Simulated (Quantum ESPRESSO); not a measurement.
# ZnSe (Stilleite): from the cell to the phonon bands

Wanted: phonon bands, density of states and zone-centre response of ZnSe (Stilleite).

Method: DFT LDA, scalar-relativistic, plane waves, JTH PAW pseudopotentials, in Quantum ESPRESSO 7.5.

**Measured values to reproduce.**

“Phonon-based partition of (ZnSe-like) semiconductor mixed crystals on approach to their pressure-induced structural transition” (2020, arxiv:2008.07187) quotes from earlier work for ZnSe, zincblende (pure ZnSe, earlier work): Raman mode (TO) about 207 cm⁻¹ [Literature Raman frequency quoted as a normalising parameter in the cross-section model].

## 1. The structure

It takes space group F-43m (No. 216, cubic). The conventional cell has a = 5.668 Å, b = 5.668 Å, c = 5.668 Å, α = 90.00°, β = 90.00°, γ = 90.00°. Nearest to Zn lie 4 Se at 2.45 Å. Nearest to Se lie 4 Zn at 2.45 Å. Farther neighbours and most contacts between anions are not listed.

Coordinates:

```
Zn Se
1.0
    -2.83380    0.00000    2.83380
     0.00000    2.83380    2.83380
    -2.83380    2.83380    0.00000
Zn Se
1 1
Cartesian
  0.0000 0.0000 0.0000
  -1.4169 1.4169 1.4169
```

## 2. A probe with smearing

Before anything dear is run, a loose run with smearing shows whether this is a metal and how far the cell is from rest.

Input file probe.in:

```
&CONTROL
  calculation = 'scf'
  prefix      = 'x'
  outdir      = './tmp'
  pseudo_dir  = './pseudo'
  tprnfor     = .true.
  tstress     = .true.
  verbosity   = 'high'
/
&SYSTEM
  ibrav       = 2
  celldm(1)   = 10.71021178
  nat         = 2
  ntyp        = 2
  ecutwfc     = 50.0
  ecutrho     = 250.0
  occupations = 'smearing'
  smearing    = 'gaussian'
  degauss     = 0.01
/
&ELECTRONS
  conv_thr         = 1.0d-07
  mixing_beta      = 0.7
  electron_maxstep = 100
/
ATOMIC_SPECIES
 Zn     65.3800  Zn.upf
 Se     78.9710  Se.upf
ATOMIC_POSITIONS crystal
 Zn     0.000000000   0.000000000   0.000000000
 Se     0.250000000   0.250000000   0.250000000
K_POINTS automatic
 6 6 6 0 0 0
```

Run with:

```sh
OMP_NUM_THREADS=1 mpirun -n 4 pw.x -nk 4 -in probe.in > probe.out
```

What it wrote:

```text
[banners, grids, parts of the stress and lines that vanish by symmetry left out]
Program PWSCF v.7.5
     file Zn.upf: wavefunction(s)  0S 0P 0P 3D 0D renormalized
     file Se.upf: wavefunction(s)  0S 4P 0P renormalized
[...]
kinetic-energy cutoff     =      50.0000  Ry
     charge density cutoff     =     250.0000  Ry
     scf convergence threshold =      1.0E-07
[...]
Exchange-correlation= SLA PW NOGX NOGC
                           (   1   4   0   0   0   0   0)
[...]
24 Sym. Ops. (no inversion) found
[...]
(     0          1          0      )
                  (     0          0          1      )
[...]
(  0.0000000  1.0000000  0.0000000 )
                  (  0.0000000  0.0000000  1.0000000 )
[...]
(     1          0         -1      )
                  (     0          0         -1      )
[...]
(  0.0000000  1.0000000  0.0000000 )
[...]
(    -1          0          1      )
                  (    -1          0          0      )
[...]
(  0.0000000  0.0000000  1.0000000 )
                  (  0.0000000 -1.0000000  0.0000000 )
[...]
number of k points=    16  Gaussian smearing, width (Ry)=  0.0100
[...]
End of self-consistent calculation
[...]
the Fermi energy is     6.2770 ev
!    total energy              =    -421.49787753 Ry
[...]
convergence has been achieved in   7 iterations
[...]
atom    1 type  1   force =     0.00000000    0.00000000   -0.00000000
     atom    2 type  2   force =    -0.00000000    0.00000000   -0.00000000
[...]
Total force =     0.000000     Total SCF correction =     0.000000
[...]
total   stress  (Ry/bohr**3)                   (kbar)     P=      -24.33
[...]
XML data file, charge density, pseudopotentials, collected wavefunctions

   JOB DONE.
```

Run time: 3.9 s. Hardware: 4 MPI ranks of Intel Xeon 6975P-C (Granite Rapids), shared host; 14 s of CPU time.

This step gave:

- volume per atom: 22.76 Å³
- pressure: -2.433 GPa
- gap on the k-mesh: 1.032 eV

A gap of 1.0 eV opens on this mesh, so the crystal is taken as an insulator; the start stands at -2.4 GPa.

## 3. Relaxation

The relaxation runs at a cutoff a fifth above that of the response, since stress converges more slowly with the basis than frequencies do. Forces and stress are brought to rest with tight thresholds.

Input file relax.in:

```
&CONTROL
  calculation   = 'vc-relax'
  prefix        = 'x'
  outdir        = './tmp'
  pseudo_dir    = './pseudo'
  tprnfor       = .true.
  tstress       = .true.
  forc_conv_thr = 2.0d-05
  etot_conv_thr = 1.0d-07
  nstep         = 40
/
&SYSTEM
  ibrav       = 2
  celldm(1)   = 10.71021178
  nat         = 2
  ntyp        = 2
  ecutwfc     = 60
  ecutrho     = 300.0
  occupations = 'fixed'
  nbnd        = 11
/
&ELECTRONS
  conv_thr         = 1.0d-11
  mixing_beta      = 0.7
  electron_maxstep = 100
/
&IONS
/
&CELL
  press_conv_thr = 0.2
/
ATOMIC_SPECIES
 Zn     65.3800  Zn.upf
 Se     78.9710  Se.upf
ATOMIC_POSITIONS crystal
 Zn     0.000000000   0.000000000   0.000000000
 Se     0.250000000   0.250000000   0.250000000
K_POINTS automatic
 8 8 8 0 0 0
```

Run with:

```sh
OMP_NUM_THREADS=1 mpirun -n 4 pw.x -nk 4 -in relax.in > relax.out
```

What it wrote:

```text
[banners, grids, parts of the stress and lines that vanish by symmetry left out]
[banner, memory and clock lines left out]
Program PWSCF v.7.5

[...]
kinetic-energy cutoff     =      60.0000  Ry
     charge density cutoff     =     300.0000  Ry
     scf convergence threshold =      1.0E-11
[...]
energy convergence thresh.=      1.0E-07
     force convergence thresh. =      2.0E-05
     press convergence thresh. =      2.0E-01
     Exchange-correlation= SLA PW NOGX NOGC
                           (   1   4   0   0   0   0   0)
[...]
24 Sym. Ops. (no inversion) found
[...]
number of k points=    29
[...]
End of self-consistent calculation
[...]
highest occupied, lowest unoccupied level (ev):     5.7480    6.7825
!    total energy              =    -421.49846596 Ry
[...]
convergence has been achieved in  11 iterations
[...]
atom    1 type  1   force =     0.00000000    0.00000000    0.00000000
     atom    2 type  2   force =     0.00000000    0.00000000    0.00000000
     Total force =     0.000000     Total SCF correction =     0.000000
[...]
total   stress  (Ry/bohr**3)                   (kbar)     P=      -34.56
[...]
number of bfgs steps    =   0
[...]
CELL_PARAMETERS (alat= 10.71021178)
[...]
ATOMIC_POSITIONS (crystal)
Zn               0.0000000000        0.0000000000        0.0000000000
Se               0.2500000000        0.2500000000        0.2500000000
[...]
New effective cutoffs (rho, wfc):  302.27   60.70
[...]
End of self-consistent calculation
[...]
highest occupied, lowest unoccupied level (ev):     5.9798    7.0856
!    total energy              =    -421.49954635 Ry
[...]
convergence has been achieved in  25 iterations
[...]
atom    1 type  1   force =    -0.00000000   -0.00000000    0.00000000
     atom    2 type  2   force =    -0.00000000    0.00000000   -0.00000000
     Total force =     0.000000     Total SCF correction =     0.000000
[...]
total   stress  (Ry/bohr**3)                   (kbar)     P=      -24.42
[...]
number of bfgs steps    =   1
[...]
CELL_PARAMETERS (alat= 10.71021178)
[...]
ATOMIC_POSITIONS (crystal)
Zn               0.0000000000        0.0000000000       -0.0000000000
Se               0.2500000000        0.2500000000        0.2500000000
[...]
New effective cutoffs (rho, wfc):  307.70   61.79
[...]
End of self-consistent calculation
[...]
highest occupied, lowest unoccupied level (ev):     6.3393    7.5547
!    total energy              =    -421.50040273 Ry
[...]
convergence has been achieved in  28 iterations
[...]
atom    1 type  1   force =     0.00000000    0.00000000   -0.00000000
     atom    2 type  2   force =     0.00000000    0.00000000    0.00000000
     Total force =     0.000000     Total SCF correction =     0.000000
[...]
total   stress  (Ry/bohr**3)                   (kbar)     P=       -6.96
[...]
number of bfgs steps    =   2
[...]
CELL_PARAMETERS (alat= 10.71021178)
[...]
ATOMIC_POSITIONS (crystal)
[...]
New effective cutoffs (rho, wfc):  309.86   62.23
[...]
End of self-consistent calculation
[...]
highest occupied, lowest unoccupied level (ev):     6.4830    7.7420
!    total energy              =    -421.50047094 Ry
[...]
convergence has been achieved in  32 iterations
[...]
atom    1 type  1   force =     0.00000000   -0.00000000    0.00000000
     atom    2 type  2   force =    -0.00000000    0.00000000   -0.00000000
     Total force =     0.000000     Total SCF correction =     0.000000
[...]
total   stress  (Ry/bohr**3)                   (kbar)     P=        0.46
[...]
number of bfgs steps    =   3
[...]
CELL_PARAMETERS (alat= 10.71021178)
[...]
ATOMIC_POSITIONS (crystal)
[...]
New effective cutoffs (rho, wfc):  309.72   62.20
[...]
End of self-consistent calculation
[...]
highest occupied, lowest unoccupied level (ev):     6.4741    7.7305
!    total energy              =    -421.50047122 Ry
[...]
convergence has been achieved in  25 iterations
[...]
atom    1 type  1   force =     0.00000000    0.00000000    0.00000000
     atom    2 type  2   force =    -0.00000000   -0.00000000   -0.00000000
     Total force =     0.000000     Total SCF correction =     0.000000
[...]
total   stress  (Ry/bohr**3)                   (kbar)     P=       -0.01
[...]
number of bfgs steps    =   4
[...]
small trust_radius: resetting bfgs history
[...]
CELL_PARAMETERS (alat= 10.71021178)
[...]
ATOMIC_POSITIONS (crystal)
[...]
New effective cutoffs (rho, wfc):  309.72   62.20
[...]
End of self-consistent calculation
[...]
highest occupied, lowest unoccupied level (ev):     6.4742    7.7306
!    total energy              =    -421.50047122 Ry
[...]
convergence has been achieved in  13 iterations
[...]
atom    1 type  1   force =     0.00000000    0.00000000    0.00000000
     atom    2 type  2   force =     0.00000000   -0.00000000   -0.00000000
     Total force =     0.000000     Total SCF correction =     0.000000
[...]
total   stress  (Ry/bohr**3)                   (kbar)     P=       -0.02
[...]
bfgs converged in   6 scf cycles and   5 bfgs steps
[...]
End of BFGS Geometry Optimization
     Final enthalpy           =    -421.5004712213 Ry
     File ./tmp/x.bfgs deleted, as requested
[...]
CELL_PARAMETERS (alat= 10.71021178)
[...]
ATOMIC_POSITIONS (crystal)
Zn               0.0000000000        0.0000000000       -0.0000000000
Se               0.2500000000        0.2500000000        0.2500000000
[...]
Final scf calculation at the relaxed structure.
[...]
kinetic-energy cutoff     =      60.0000  Ry
     charge density cutoff     =     300.0000  Ry
     scf convergence threshold =      1.0E-13
[...]
press convergence thresh. =      2.0E-01
     Exchange-correlation= SLA PW NOGX NOGC
                           (   1   4   0   0   0   0   0)
[...]
24 Sym. Ops. (no inversion) found
[...]
number of k points=    29
[...]
c_bands:  1 eigenvalues not converged
     c_bands:  1 eigenvalues not converged
     c_bands:  1 eigenvalues not converged
     c_bands:  1 eigenvalues not converged
     c_bands:  1 eigenvalues not converged
[...]
End of self-consistent calculation
[...]
highest occupied, lowest unoccupied level (ev):     6.4742    7.7306
!    total energy              =    -421.50042199 Ry
[...]
convergence has been achieved in  15 iterations
[...]
atom    1 type  1   force =    -0.00000000   -0.00000000   -0.00000000
     atom    2 type  2   force =     0.00000000    0.00000000    0.00000000
     Total force =     0.000000     Total SCF correction =     0.000000
[...]
total   stress  (Ry/bohr**3)                   (kbar)     P=       -0.05
[...]
XML data file, charge density, pseudopotentials, collected wavefunctions
```

It took 52 s on 4 MPI ranks.

Relaxation path:

```tsv
step	energy less that of the first step (eV)	largest force (eV/Å)	pressure (GPa)	volume (Å³)
1	0.0000	0.0000	-3.46	45.51
2	-0.0147	0.0000	-2.44	44.72
3	-0.0264	0.0000	-0.70	43.54
4	-0.0273	0.0000	0.05	43.08
5	-0.0273	0.0000	0.00	43.11
6	-0.0273	0.0000	0.00	43.11
7	-0.0266	0.0000	-0.01	43.11
```

```tsv
conventional cell, symmetrised	before	after	change
a (Å)	5.668	5.566	-1.8 %
b (Å)	5.668	5.566	-1.8 %
c (Å)	5.668	5.566	-1.8 %
volume (Å³/atom)	22.76	21.56	-5.3 %
```

The relaxed structure:

```
Zn Se
1.0
    -2.78307    0.00000    2.78307
     0.00000    2.78307    2.78307
    -2.78307    2.78307    0.00000
Zn Se
1 1
Direct
  0.00000 0.00000 0.00000
  0.25000 0.25000 0.25000
```

The last row of the table of steps is pw.x's closing run on a basis chosen anew for the final cell, so its energy can jump.

This step gave:

```
volume per atom   : 21.56 Å³
pressure          : -0.005 GPa
gap on the k-mesh : 1.256 eV
```

The volume changes by -5.3 % from the cell with which this run began.

## 4. Ground state

Perturbation theory inherits every error of the wavefunctions, so the threshold is set near the limit of the arithmetic. With a gap, occupations are fixed, which also allows the response to an electric field.

Input file scf.in:

```
&CONTROL
  calculation = 'scf'
  prefix      = 'x'
  outdir      = './tmp'
  pseudo_dir  = './pseudo'
  tprnfor     = .true.
  tstress     = .true.
/
&SYSTEM
  ibrav       = 2
  celldm(1)   = 10.51846804
  nat         = 2
  ntyp        = 2
  ecutwfc     = 50.0
  ecutrho     = 250.0
  occupations = 'fixed'
  nbnd        = 11
/
&ELECTRONS
  conv_thr         = 1.0d-12
  mixing_beta      = 0.7
  electron_maxstep = 100
/
ATOMIC_SPECIES
 Zn     65.3800  Zn.upf
 Se     78.9710  Se.upf
ATOMIC_POSITIONS crystal
 Zn     0.000000000   0.000000000   0.000000000
 Se     0.250000000   0.250000000   0.250000000
K_POINTS automatic
 8 8 8 0 0 0
```

Run with:

```sh
OMP_NUM_THREADS=1 mpirun -n 4 pw.x -nk 4 -in scf.in > scf.out
```

What it wrote:

```text
[banners, grids, parts of the stress and lines that vanish by symmetry left out]
[banner, memory and clock lines left out]
Program PWSCF v.7.5

[...]
kinetic-energy cutoff     =      50.0000  Ry
     charge density cutoff     =     250.0000  Ry
     scf convergence threshold =      1.0E-12
[...]
Exchange-correlation= SLA PW NOGX NOGC
                           (   1   4   0   0   0   0   0)
[...]
24 Sym. Ops. (no inversion) found
[...]
number of k points=    29
[...]
End of self-consistent calculation
[...]
highest occupied, lowest unoccupied level (ev):     6.4742    7.7306
!    total energy              =    -421.50028896 Ry
[...]
convergence has been achieved in  12 iterations
[...]
atom    1 type  1   force =     0.00000000   -0.00000000    0.00000000
     atom    2 type  2   force =     0.00000000    0.00000000    0.00000000
     Total force =     0.000000     Total SCF correction =     0.000000
[...]
total   stress  (Ry/bohr**3)                   (kbar)     P=        0.35
[...]
XML data file, charge density, pseudopotentials, collected wavefunctions
```

It took 5.4 s on 4 MPI ranks; 20 s of CPU time.

Numbers from this step:

| Item | Value |
| --- | --- |
| pressure | 0.03500 GPa |

The cell stands at 0.035 GPa, close enough for phonons.

(Continued in part 2 of 3.)

[Host names and launcher messages were left out of these logs when they were recorded.]

[Logs are printed without paths, hosts, clocks, repeated set-up lines and the standing remarks that a program may print on its own settings, such as how far it seeks lower states.]

[Hosts, paths, dates, database ids (printed as entryN), source tags and the programs' standing remarks are cut or masked in the printed files.]
